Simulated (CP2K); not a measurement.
Consider fluorocarbonylketene at its PBE geometry (Å).

```xyz
7

O     2.3968   -0.6415   -0.4119
C     1.3882   -0.1194   -0.1609
C     0.2276    0.4736    0.1232
C    -0.9992   -0.2948    0.0034
O    -1.1610   -1.4419   -0.3228
F    -2.0843    0.5077    0.3368
H     0.2319    1.5164    0.4322
```

Method: CP2K XAS_TDP, all-electron GAPW, PBEh(45%), aug-cc-pVDZ, TDA, GW2X-corrected core level, no relativity.

Q: Predict the bright core excitations at the O K edge.

Leading lines: O1 533.23 eV and O5 532.34 eV. The leading line of an atom is its first one with 35 % of the strongest within 2.5 eV of its lowest line over the strength cut. Core ionisation energies at this level: O1 541.36 and O5 538.72 eV.

The first six lines of each atom with a strength over 0.0015:

| atom | energy (eV) | states | strength, one atom | above the computed threshold |
| --- | --- | --- | --- | --- |
| O1 (bonded to C) | 533.23 | 1 | 0.0428 |  |
|  | 535.84 | 1 | 0.0276 |  |
|  | 538.71 | 1 | 0.0030 |  |
|  | 540.78 | 1 | 0.0051 |  |
|  | 541.27 | 1 | 0.0039 |  |
|  | 541.30 | 1 | 0.0104 |  |
| O5 (bonded to C) | 532.34 | 1 | 0.0372 |  |
|  | 537.77 | 1 | 0.0057 |  |
|  | 538.10 | 1 | 0.0031 |  |
|  | 538.19 | 1 | 0.0043 |  |
|  | 538.78 | 1 | 0.0024 | yes |
|  | 539.15 | 1 | 0.0034 | yes |

Lines are vertical, at one geometry, with no vibrational structure. GW2X ionisation energies and lines can be off by 1 to 2 eV either way, and a good line position may hide errors that cancel. These values hold no scalar relativity, about 0.4 eV for O 1s. Rydberg lines, and the discretised continuum above threshold, depend on the basis and the box.

[Banner, clock and machine lines of the logs are left out without a mark of their own.]

[Logs are printed without paths, hosts, clocks, repeated set-up lines and the standing remarks that a program may print on its own settings, such as how far it seeks lower states.]

[Hosts, paths, dates, database ids (printed as entryN), source tags and the programs' standing remarks are cut or masked in the printed files.]
